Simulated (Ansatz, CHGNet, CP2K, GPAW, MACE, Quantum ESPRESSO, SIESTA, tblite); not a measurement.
# Random packing of 41In2S3-59GeS2 (mol %) (84 atoms) in SIESTA, part 2 of 2

Aim: run random packing of 41In2S3-59GeS2 (mol %) (84 atoms) in SIESTA and see how near its forces come to a plane-wave reference, and at what cost.

Program: SIESTA 5.4.2; the method stands at each step. Banners, paths, timers and routine set-up lines are dropped from the logs unmarked, and long logs keep their key lines alone; longer cuts are marked. The potentials were converted by us to PSML.

So far. Step 2 (PBE, DZP, shift 0.01 Ry, mesh 300 Ry): Forces lie 27 % from the reference's, at 0.20 times its CPU time (on 2 against 4 cores). Step 3 (PBE, SZ, shift 0.02 Ry, mesh 300 Ry): Against the first run (27 %), the force difference from the reference is 98 %, at 0.25 times the CPU time (on 1 against 2 cores).

### 4. PBE, DZ, shift 0.01 Ry, mesh 300 Ry

Method: Kohn-Sham DFT, PBE, PseudoDojo 0.4.1 norm-conserving pseudopotentials (converted to PSML), numerical atomic orbitals (DZ), diagonalisation.

The input, input.fdf:

```
SystemLabel cell
NumberOfAtoms 84
NumberOfSpecies 3
%block ChemicalSpeciesLabel
  1 49 In
  2 16 S
  3 32 Ge
%endblock ChemicalSpeciesLabel
LatticeConstant 1.0 Ang
%block LatticeVectors
  12.55510 0.00000 0.00000
  0.00000 12.55510 0.00000
  0.00000 0.00000 12.55510
%endblock LatticeVectors
PAO.BasisSize DZ
PAO.EnergyShift 0.01 Ry
XC.Functional GGA
XC.Authors PBE
MeshCutoff 300 Ry
%block kgrid_Monkhorst_Pack
  1 0 0 0.0
  0 1 0 0.0
  0 0 1 0.0
%endblock kgrid_Monkhorst_Pack
SolutionMethod diagon
OccupationFunction FD
ElectronicTemperature 580 K
SCF.Mixer.Method Pulay
SCF.Mixer.Weight 0.15
SCF.Mixer.History 8
SCF.Mix Hamiltonian
MaxSCFIterations 300
SCF.DM.Tolerance 1e-04
SCF.H.Tolerance 1.0e-3 eV
WriteForces T
Write.HirshfeldPop T
Write.VoronoiPop T
Write.DM F
Write.H F
XML.Write F
AtomicCoordinatesFormat Fractional
%block AtomicCoordinatesAndAtomicSpecies
[... 84 atom lines left out: the same atoms as in the first run ...]
%endblock AtomicCoordinatesAndAtomicSpecies
```

Command:

```console
$ OMP_NUM_THREADS=1 siesta < input.fdf > output.txt
```

Output:

```text
Version         : 5.4.2
reinit: System Name:
reinit: System Label: cell
initatom: Reading input for the pseudopotentials and atomic orbitals ----------
Species number:   1 Atomic number:   49 Label: In
Species number:   2 Atomic number:   16 Label: S
Species number:   3 Atomic number:   32 Label: Ge
Ground state valence configuration (from tables):   5s02  5p01  5d00  4f00
Ground state valence configuration (from tables):   3s02  3p04  3d00  4f00
Ground state valence configuration (from tables):   4s02  4p02  4d00  4f00
---- Processing specs for species: In
[... lines left out ...]
        iscf     Eharris(eV)        E_KS(eV)     FreeEng(eV)     dDmax    Ef(eV) dHmax(eV)
[... lines left out ...]
SCF Convergence by DM+H criterion
[... lines left out ...]
SCF cycle converged after 35 iterations
[... lines left out ...]
   Max    4.379628
[... lines left out ...]
   Max    4.379628    constrained
Stress tensor Voigt[x,y,z,yz,xz,xy] (kbar):      -48.69      -51.27      -65.29        6.07        4.91       -5.85
[... lines left out ...]
siesta: FreeEng =    -79945.350288
[... lines left out ...]
siesta:         Fermi =      -4.350242
[... lines left out ...]
siesta:     0.003062    0.003789   -0.040752
siesta: Cell volume =       1979.067143 Ang**3
siesta: Pressure (static):
siesta:                Solid            Molecule  Units
siesta:           0.00037444          0.00054182  Ry/Bohr**3
siesta:           0.03437970          0.04974803  eV/Ang**3
siesta:          55.08235500         79.70513578  kBar
    Orbital volume contribution        =          37.552517 eV
    (Free)E + p_basis*V_orbitals       =      -79907.797770 eV
    (Free)Eharris+ p_basis*V_orbitals  =      -79907.797763 eV
Hirshfeld Atomic Populations:
Atom #   charge [q] valence [e]  Species
     1     0.287511   12.712489  In
     2     0.175878   12.824122  In
     3     0.310975   12.689025  In
[...]
19    -0.101039    6.101039  S
    20    -0.204966    6.204966  S
    21    -0.090101    6.090101  S
[...]
72     0.177626   13.822374  Ge
    73     0.152081   13.847919  Ge
    74     0.138644   13.861356  Ge
[...]
--------------------
 Total    -0.000012
Voronoi Atomic Populations:
Atom #   charge [q] valence [e]  Species
[...]
17     0.340612   12.659388  In
    18     0.222841   12.777159  In
[...]
70    -0.197386    6.197386  S
    71    -0.250038    6.250038  S
[...]
83     0.201956   13.798044  Ge
    84     0.228404   13.771596  Ge
--------------------
 Total    -0.000013
```

It took 4.1 min on 1 thread of Arm Neoverse V2, shared host; peak memory 1.1 GiB.

Compared with the plane-wave run:

```
r.m.s. force component                  : 1.057 eV/Å
r.m.s. difference of force components   : 483.4 meV/Å
longest difference of force vectors     : 1848 meV/Å
force difference over r.m.s. force      : 64.63 %
slope of forces against the reference's : 1.29
correlation of force components         : 0.9126
pressure                                : 5.508 GPa
pressure difference                     : 3.139 GPa
```

This is a coarse setting, run to see what it loses.

Against the first run (27 %), the force difference from the reference is 65 %, at 0.38 times the CPU time (on 1 against 2 cores), with 827 basis functions against 1247: the smaller basis costs accuracy.

### 5. All runs compared

Differences are against the plane-wave reference, forces as r.m.s. over components; share is that over the reference's r.m.s. force, slope the least-squares factor from reference forces to these. Total energies of different programs have different zeros and aren't compared.

```
                                                run  Δ force, r.m.s. (meV/Å)  share (%)  slope  Δ pressure (GPa)  cores  CPU time  memory (GiB)
                                          reference                        -          -      -                 -      4    54 min           5.5
        SIESTA PBE, DZP, shift 0.01 Ry, mesh 300 Ry                      204       27.3  1.091             0.655      2    11 min           2.0
SIESTA PBE, SZ, shift 0.02 Ry, mesh 300 Ry (coarse)                      730       97.6  1.485              2.88      1   2.7 min          0.79
SIESTA PBE, DZ, shift 0.01 Ry, mesh 300 Ry (coarse)                      483       64.6  1.290              3.14      1   4.1 min           1.1
```

Rows marked coarse were listed beforehand as settings not expected to be converged; some can still land near the reference.

CPU time is summed over cores on a shared host, where runs went side by side, so it is rough. Symmetry, cutoffs, thresholds, outputs and thread counts weren't matched or tuned between programs; memory under MPI is the largest rank's times the ranks.

Further runs of this program without a result: SIESTA PBE, SZ, shift 0.01 Ry, mesh 300 Ry (cut off at its time limit).

### 6. What came out

- nearest in forces: SIESTA PBE, DZP, shift 0.01 Ry, mesh 300 Ry, 27 %
- its CPU time: 11 min

In words: The PBE run in local orbitals, coarse settings apart, differs by 27 % (SIESTA PBE, DZP, shift 0.01 Ry, mesh 300 Ry); basis, grid and potentials can all enter. Runs with settings chosen to be coarse differ by 65 % (SIESTA PBE, DZ, shift 0.01 Ry, mesh 300 Ry) to 98 % (SIESTA PBE, SZ, shift 0.02 Ry, mesh 300 Ry), their programs' other errors included. Of the electronic-structure runs that take under half the reference's CPU time, SIESTA PBE, DZP, shift 0.01 Ry, mesh 300 Ry comes nearest, at 27 % in 11 min against 54 min. In pressure, SIESTA PBE, DZ, shift 0.01 Ry, mesh 300 Ry misses by +3.1 GPa, at the same functional. The reference's pressure holds the uncorrected Pulay stress of its 45 Ry basis, so small pressure differences, and their order, may be the reference's own error. The reference's pressure of 2.4 GPa belongs to a cell and atoms that aren't relaxed at this level. The electronic-structure runs sample only Γ, in a cell whose shortest periodic width is 13 Å, which is coarse for a cell with partly filled levels.

[Also dropped from logs without a mark: logging warnings of Python, and SIESTA's first energy breakdown and zero terms.]

[Logs are printed without paths, hosts, clocks, repeated set-up lines and the standing remarks that a program may print on its own settings, such as how far it seeks lower states.]

[Hosts, paths, dates, database ids (printed as entryN), source tags and the programs' standing remarks are cut or masked in the printed files.]
